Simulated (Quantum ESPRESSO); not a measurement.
# MnS: one coupling from two orders, and a test

Can a spin model with one coupling foretell the energy of a further order of MnS?

Main program and level: Quantum ESPRESSO 7.5; PBE with U = 4 eV on Mn d (ortho-atomic projectors); plane waves with GBRV 1.5 PBE potentials, no spin-orbit coupling.

The database entry behind the starting cell differs from later determinations by our own check (an axis about 0.2 % short against later determinations), so it need not match the best structure at ambient conditions.

**1. The structure**

It takes space group Fm-3m (No. 225, cubic). Conventional cell: a = 5.209 Å, b = 5.209 Å, c = 5.209 Å, α = 90.00°, β = 90.00°, γ = 90.00°. Nearest to Mn lie 6 S at 2.60 Å. S has 6 Mn at 2.60 Å nearest. Farther neighbours and most contacts between anions are not listed.

Coordinates:

```cif
data_structure
_symmetry_space_group_name_H-M 'P 1'
_symmetry_Int_Tables_number 1
_cell_length_a 3.6833
_cell_length_b 3.6833
_cell_length_c 3.6833
_cell_angle_alpha 60.000
_cell_angle_beta 60.000
_cell_angle_gamma 60.000
_cell_volume 35.33
loop_
_atom_site_label
_atom_site_type_symbol
_atom_site_fract_x
_atom_site_fract_y
_atom_site_fract_z
_atom_site_occupancy
Mn1 Mn 0.00000 0.00000 0.00000 1
S2 S 0.50000 0.50000 0.50000 1
```

The cell comes from the Crystallography Open Database.

**2. The parallel order**

All energies count from this run.

Input file pw.in:

```
&CONTROL
  calculation = 'scf'
  prefix = 'pwscf'
  outdir = './tmp'
  pseudo_dir = './pseudo'
  disk_io = 'nowf'
/
&SYSTEM
  ibrav = 0
  celldm(1) = 8
  nat = 2
  ntyp = 2
  ecutwfc = 40
  ecutrho = 280
  nbnd = 19
  occupations = 'smearing'
  smearing = 'fd'
  degauss = 0.00734986
  nspin = 2
  starting_magnetization(1) = 0.3
  starting_magnetization(2) = 0
/
&ELECTRONS
  conv_thr = 4d-09
  electron_maxstep = 150
  mixing_beta = 0.3
/
ATOMIC_SPECIES
Mn     54.9380 mn_pbe_v1.5.uspp.F.UPF
S      32.0600 s_pbe_v1.4.uspp.F.UPF
CELL_PARAMETERS alat
   0.0000000000000    0.6152239614485    0.6152239614485
   0.6152239614485    0.0000000000000    0.6152239614485
   0.6152239614485    0.6152239614485    0.0000000000000
ATOMIC_POSITIONS crystal
Mn      0.0000000000    0.0000000000    0.0000000000
S       0.5000000000    0.5000000000    0.5000000000
K_POINTS automatic
10 10 10 0 0 0
HUBBARD {ortho-atomic}
U Mn-3d 4.0000
```

On the command line:

```sh
$ OMP_NUM_THREADS=1 mpirun -n 2 pw.x -nk 2 -in pw.in > pw.out
```

Output:

```text
Program PWSCF v.7.5 starts
     [... lines left out ...]
     number of atoms/cell      =            2
     [... lines left out ...]
     number of electrons       =        21.00
     number of Kohn-Sham states=           19
     kinetic-energy cutoff     =      40.0000  Ry
     charge density cutoff     =     280.0000  Ry
     scf convergence threshold =      4.0E-09
     [... lines left out ...]
     48 Sym. Ops., with inversion, found
     [... lines left out ...]
     number of k points=    47  Fermi-Dirac smearing, width (Ry)=  0.0073
     [... lines left out ...]
     iteration # 10     ecut=    40.00 Ry     beta= 0.30
     [... lines left out ...]
     Magnetic moment per site  (integrated on atomic sphere of radius R)
     atom   1 (R=0.254)  charge= 13.1412  magn=  4.5074
     atom   2 (R=0.254)  charge=  4.7243  magn=  0.1143
     [... lines left out ...]
     Tr[ns(  1)] (up, down, total) =   4.97207  0.26138  5.23345
     [... lines left out ...]
     the Fermi energy is    10.6668 ev
!    total energy              =    -235.32596022 Ry
     estimated scf accuracy    <          3.2E-09 Ry
     smearing contrib. (-TS)   =      -0.00002055 Ry
     [... lines left out ...]
     total magnetization       =     5.00 Bohr mag/cell
     absolute magnetization    =     5.00 Bohr mag/cell
     convergence has been achieved in  10 iterations
   JOB DONE.
```

It took 19 s on 2 MPI ranks of Arm Neoverse V1, shared host; peak memory 0.21 GiB; 38 s of CPU time.

Spin moment in the atom's sphere by atom:

| atom | spin moment in the atom's sphere (μB) |
| --- | --- |
| Mn1 | 4.51 |
| S2 | 0.11 |

Read from the output:

```yaml
smearing_term_ts: 2.80e-4 eV
magnetization: 5 μB
absolute_magnetization: 5 μB
final_state: ferromagnetic
```

**3. The orders used for the fit**

The other orders were run with the same settings, on meshes that hold the same points. Free energies are divided by the number of Mn atoms; q is in fractions of the reciprocal vectors of the first run's cell.

| order | atoms | mesh | free energy (eV) | eV per Mn | largest moment (μB) |
| --- | --- | --- | --- | --- | --- |
| F + | 2 | 10×10×10 | -3201.7728 | -3201.7728 | 4.51 |
| AF q=(0,1/2,1/2) +- | 4 | 10×5×10 | -6403.5885 | -3201.7942 | 4.48 |

**4. Counting neighbours**

With E = −Σ J e_i·e_j over ordered pairs of unit vectors, turning a neighbour from parallel to opposed costs 2J a Mn atom. So an order lies 2 Σ n J over the parallel one, n being the opposed neighbours in each shell.

| shell | distance (Å) | neighbours | opposed in AF q=(0,1/2,1/2) +- | opposed in AF q=(0,0,1/2) +- |
| --- | --- | --- | --- | --- |
| J1 | 3.68 | 12 | 8 | 6 |
| J2 | 5.21 | 6 | 0 | 6 |

Only J1 is kept, as an effective coupling that takes up all reversed shells.

**5. Solving**

```
2 × 8 × J1 = -21.4 meV    (AF q=(0,1/2,1/2) +-)
J1 = -1.34 meV
```

**6. The test**

The couplings now give the orders that were left out:

```
2 × 6 × (-1.34) = -16.1 meV    (AF q=(0,0,1/2) +-)
```

The runs themselves:

| order | atoms | mesh | free energy (eV) | eV per Mn | largest moment (μB) | over the parallel order (meV) | foretold (meV) |
| --- | --- | --- | --- | --- | --- | --- | --- |
| AF q=(0,0,1/2) +- | 4 | 10×10×5 | -6403.6588 | -3201.8294 | 4.43 | -56.6 | -16.1 |

**7. One more shell**

One way to take up the miss is the next shell. Both differences then fix both couplings, and no order is left for a test.

```
2 × 8 × J1 = -21.4 meV    (AF q=(0,1/2,1/2) +-)
2 × 6 × J1 + 2 × 6 × J2 = -56.6 meV    (AF q=(0,0,1/2) +-)
J1 = -1.34 meV
J2 = -3.38 meV
```

**8. Summary of results**

| Property | Result |
| --- | --- |
| effective J1 (Mn–Mn at 3.68 Å) | -1.34 meV |
| largest miss on the orders left out | 41 meV |
| J1 with two shells | -1.34 meV |
| J2 with two shells | -3.38 meV |

What this shows: The model misses the order left out by 41 meV, 72 % of the largest energy difference, so it fails: these couplings alone don't describe the crystal. With the next shell added the couplings are J1 = -1.34 and J2 = -3.38 meV, untested. The largest moment changes by 1.8 % between the orders. Shells that were dropped are folded into the couplings or show in the miss. Energies are free energies at an electronic temperature of 1160 K, which lowers moments and differences where the moments are itinerant.

[Logs and program files are shortened in this print: banners, set-up blocks, solver, clock and traceback lines can be left out without a mark of their own.]

[Logs are printed without paths, hosts, clocks, repeated set-up lines and the standing remarks that a program may print on its own settings, such as how far it seeks lower states.]

[Hosts, paths, dates, database ids (printed as entryN), source tags and the programs' standing remarks are cut or masked in the printed files.]

[Where a cell is said to come from a database of computed structures, the database is the Materials Project.]
